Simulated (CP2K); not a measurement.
Consider 3-isocyanofuran at its PBE geometry (Å).

```xyz
10

C     3.1771   -0.2520   -0.0545
N     2.0014   -0.0947   -0.0316
C     0.6366    0.0548   -0.0074
C    -0.3368   -1.0039   -0.0363
C    -1.5515   -0.3881    0.0040
O    -1.4017    0.9809    0.0581
C    -0.0587    1.2393    0.0515
H    -0.1366   -2.0676   -0.0797
H    -2.5735   -0.7462    0.0024
H     0.2436    2.2776    0.0936
```

Method: CP2K XAS_TDP, all-electron GAPW, PBEh(45%), aug-cc-pVDZ, TDA, GW2X-corrected core level, no relativity.

Q: Predict the bright core excitations at the N K edge.

Leading lines: N2 402.13 eV. The leading line of an atom is its first one with 35 % of the strongest within 2.5 eV of its lowest line over the strength cut. Core ionisation energies at this level: N2 407.06 eV.

The first six lines of each atom with a strength over 0.0015:

| atom | energy (eV) | states | strength, one atom | above the computed threshold |
| --- | --- | --- | --- | --- |
| N2 (bonded to 2 C) | 402.13 | 1 | 0.0304 |  |
|  | 402.24 | 1 | 0.0386 |  |
|  | 404.89 | 1 | 0.0088 |  |
|  | 406.38 | 1 | 0.0020 |  |
|  | 406.40 | 1 | 0.0088 |  |
|  | 406.81 | 1 | 0.0065 |  |

Lines are vertical, at one geometry, with no vibrational structure. GW2X ionisation energies and lines can be off by 1 to 2 eV either way, and a good line position may hide errors that cancel. These values hold no scalar relativity, about 0.2 eV for N 1s. Rydberg lines, and the discretised continuum above threshold, depend on the basis and the box.

[Banner, clock and machine lines of the logs are left out without a mark of their own.]

[Logs are printed without paths, hosts, clocks, repeated set-up lines and the standing remarks that a program may print on its own settings, such as how far it seeks lower states.]

[Hosts, paths, dates, database ids (printed as entryN), source tags and the programs' standing remarks are cut or masked in the printed files.]
